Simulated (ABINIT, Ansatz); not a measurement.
# PbO (P4/nmm): one start, several treatments of the self-energy, part 2 of 2

Wanted: the gap of PbO (P4/nmm) under several approximations, with cost.

ABINIT 10.8.3; PBE and many-body steps on it, plane waves. Known limits of the many-body steps: not at the basis limit; no spin-orbit coupling; coarse k mesh.

So far. Step 4 (G0W0, Godby-Needs plasmon pole): The gap on the mesh goes from 1.13 eV to 1.25 eV, a correction of +0.13 eV. Step 5 (G0W0, von der Linden-Horsch plasmon pole): Against G0W0 in ABINIT (4×4×4 mesh, 177 bands, screening to 141.5 eV, Godby-Needs plasmon pole), the gap moves by −0.117 eV.

The database entry behind the starting cell differs from later determinations by our own check (c about 1 % long), so it need not match the best structure at ambient conditions.

## 6. G0W0, Engel-Farid plasmon pole

Level of this step: G0W0 on PBE, plane waves, norm-conserving pseudopotentials (ABINIT).

The input, run.abi:

```
acell 3*1.0 Angstrom
rprim 
  3.960000000000 0.000000000000 0.000000000000
  0.000000000000 3.960000000000 0.000000000000
  0.000000000000 0.000000000000 5.070000000000
ntypat 2
znucl 82 8
natom 4
typat 1 1 2 2
xred 
  0.000000000000 0.500000000000 0.238990104020
  0.500000000000 0.000000000000 0.761009895980
  0.000000000000 0.000000000000 0.000000000000
  0.500000000000 0.500000000000 0.000000000000
pp_dirpath "pseudos"
pseudos "Pb.upf, O.upf"
ecut 42
ngkpt 4 4 4
nshiftk 1
shiftk 0 0 0
kptopt 1
chksymbreak 0
istwfk *1
occopt 1
irdwfk 1
optdriver 4
nband 177
gwcalctyp 0
ecutsigx 42
symsigma 1
nkptgw 2
kptgw 
  0.0000000000 0.0000000000 0.0000000000
  0.5000000000 0.5000000000 0.0000000000
bdgw 
  26 30
  27 30
ecuteps 5.2
irdscr 1
ppmodel 4
indata_prefix "in"
outdata_prefix "out"
tmpdata_prefix "tmp"
```

Launch:

```
> OMP_NUM_THREADS=1 mpirun -n 16 abinit run.abi > log
```

Numbers of over 12 decimals in the logs are rounded to 6 here.

The log of the run:

```text
.Version 10.8.3 of ABINIT. v10.8.2 released Aug 2026.

 Symmetries : space group P4/n m m (#129); Bravais tP (primitive tetrag.)
[... echo of the input left out ...]
== DATASET  1 ==================================================================
-   mpi_nproc: 16, omp_nthreads: 1 (-1 if OMP is not activated)

--- !DatasetInfo
iteration_state: {dtset: 1, }
dimensions: {natom: 4, nkpt: 18, mband: 177, nsppol: 1, nspinor: 1, nspden: 1, mpw: 7032, }
cutoff_energies: {ecut:  42.0, pawecutdg:  -1.0, }
[...]
Band     E0 <VxcDFT>   SigX SigC(E0)      Z dSigC/dE  Sig(E)    E-E0       E
[...]
29   8.228 -10.090  -6.810  -3.275   0.843  -0.187 -10.086   0.004   8.232
       30   8.228 -10.090  -6.810  -3.275   0.843  -0.187 -10.086   0.004   8.232

== END DATASET(S) ==============================================================
================================================================================

 -outvars: echo values of variables after computation  --------
           etotal      0.0000000000E+00
            nband         177
             nkpt          18
          spgroup         129
 [... the other variables as echoed above ...]

 Calculation completed.
```

Wall time 7.7 s (16 MPI ranks of Arm Neoverse V2, shared host); peak memory 3.6 GiB; 2 min of CPU time.

This step gave:

```yaml
g0w0_gap_on_the_points_computed: 1.325 eV
starting_gap_on_the_mesh: 1.126 eV
k_of_the_valence_top: 0, 0, 0
k_of_the_conduction_bottom: 0.5, 0.5, 0
least_direct_g0w0_gap_on_the_computed_points: 2.156 eV
```

Against G0W0 in ABINIT (4×4×4 mesh, 177 bands, screening to 141.5 eV, Godby-Needs plasmon pole), the gap moves by +0.071 eV.

## 7. One-shot Hartree-Fock

This step: one-shot Hartree-Fock on PBE, plane waves, norm-conserving pseudopotentials.

run.abi, as its differences from that of step 6:

```diff
@@ -26,4 +26,4 @@
 optdriver 4
-nband 177
-gwcalctyp 0
+nband 32
+gwcalctyp 5
 ecutsigx 42
@@ -37,5 +37,4 @@
   27 30
-ecuteps 5.2
-irdscr 1
-ppmodel 4
+ixc_sigma 40
+fftgw 31
 indata_prefix "in"
```

The log of the run:

```text
.Version 10.8.3 of ABINIT. v10.8.2 released Aug 2026.

 Symmetries : space group P4/n m m (#129); Bravais tP (primitive tetrag.)
[... echo of the input left out ...]
== DATASET  1 ==================================================================
-   mpi_nproc: 16, omp_nthreads: 1 (-1 if OMP is not activated)

--- !DatasetInfo
iteration_state: {dtset: 1, }
dimensions: {natom: 4, nkpt: 18, mband: 32, nsppol: 1, nspinor: 1, nspden: 1, mpw: 7032, }
cutoff_energies: {ecut:  42.0, pawecutdg:  -1.0, }
[...]
Band     E0 <VxcDFT>   SigX SigC(E0)      Z dSigC/dE  Sig(E)    E-E0       E
[...]
29   8.228 -10.090  -6.810   0.000   1.000   0.000  -6.810   3.279  11.508
       30   8.228 -10.090  -6.810   0.000   1.000   0.000  -6.810   3.279  11.508

== END DATASET(S) ==============================================================
================================================================================

 -outvars: echo values of variables after computation  --------
           etotal      0.0000000000E+00
            nband          32
             nkpt          18
          spgroup         129
 [... the other variables as echoed above ...]

 Calculation completed.
```

Run time: 3.1 s. Hardware: 16 MPI ranks; peak memory 1.2 GiB; 47 s of CPU time.

Numbers from this step:

```
quasiparticle gap on the points computed              : 6.925 eV
starting gap on the mesh                              : 1.126 eV
k of the valence top                                  : 0, 0, 0
k of the conduction bottom                            : 0.5, 0.5, 0
least direct quasiparticle gap on the computed points : 8.829 eV
```

Against G0W0 in ABINIT (4×4×4 mesh, 177 bands, screening to 141.5 eV, Godby-Needs plasmon pole), the gap moves by +5.671 eV.

## 8. The runs together

Times are wall times on 16 MPI ranks of Arm Neoverse V2, shared host, good to a factor of about two. A run's time includes the screening step that it read.

```csv
run,mesh,bands,screening cutoff (eV),DFT gap (eV),gap on the mesh (eV),direct (eV),ε∞ used,time
"G0W0, Godby-Needs plasmon pole",4×4×4,177,141.5,1.126,1.254,2.122,6.28,2.4 min
"G0W0, von der Linden-Horsch plasmon pole",4×4×4,177,141.5,1.126,1.137,1.930,6.28,2.3 min
"G0W0, Engel-Farid plasmon pole",4×4×4,177,141.5,1.126,1.325,2.156,6.28,2.3 min
one-shot Hartree-Fock,4×4×4,-,-,1.126,6.925,8.829,-,3.1 s
```

## 9. Summary of results

```
G0W0, Godby-Needs plasmon pole           : 1.254 eV
G0W0, von der Linden-Horsch plasmon pole : 1.137 eV
G0W0, Engel-Farid plasmon pole           : 1.325 eV
one-shot Hartree-Fock                    : 6.925 eV
known limits                             : not at the basis limit; no spin-orbit coupling; coarse k mesh
```

G0W0, von der Linden-Horsch plasmon pole: −0.117 eV against G0W0, Godby-Needs plasmon pole. G0W0, Engel-Farid plasmon pole: +0.071 eV against G0W0, Godby-Needs plasmon pole. One-shot Hartree-Fock: +5.671 eV against G0W0, Godby-Needs plasmon pole. Bare exchange alone opens the gap to 6.92 eV; against G0W0, correlation takes back 5.67 eV. Bands and cutoff are finite, so the gap is not at the basis limit. The miss can reach some tenths of an eV and take either sign; the mesh is an error of its own. In the G0W0 runs levels were corrected at 2 k points alone, so a gap called «on the mesh» is the least over those, and an edge elsewhere would be missed. The 4×4×4 mesh is coarse for this cell, which bears on the long-range parts of exchange and screening. Where an edge is built on 6p states of lead, bismuth or thallium, scalar-relativistic gaps usually stand too wide, by a few tenths to over one eV. The many-body steps are scalar-relativistic: spin-orbit coupling is not in them.

[Paths, hosts, dates, memory and timing lines, banners, echoed tables and standing remarks are left out of the program output.]

[Logs are printed without paths, hosts, clocks, repeated set-up lines and the standing remarks that a program may print on its own settings, such as how far it seeks lower states.]

[Runs of the session that timed out or met a known fault of the program may be left out.]

[Hosts, paths, dates, database ids (printed as entryN), source tags and the programs' standing remarks are cut or masked in the printed files.]

[G0W0 gaps are taken among the corrected bands and points alone; a level outside them can change the order at an edge.]

[Where Ansatz stands beside ABINIT at settings called matched, ABINIT's density can come from a denser mesh and the files from another edition; pairs whose starting gaps differed by over 0.03 eV were left out, so agreement reads better than it is.]
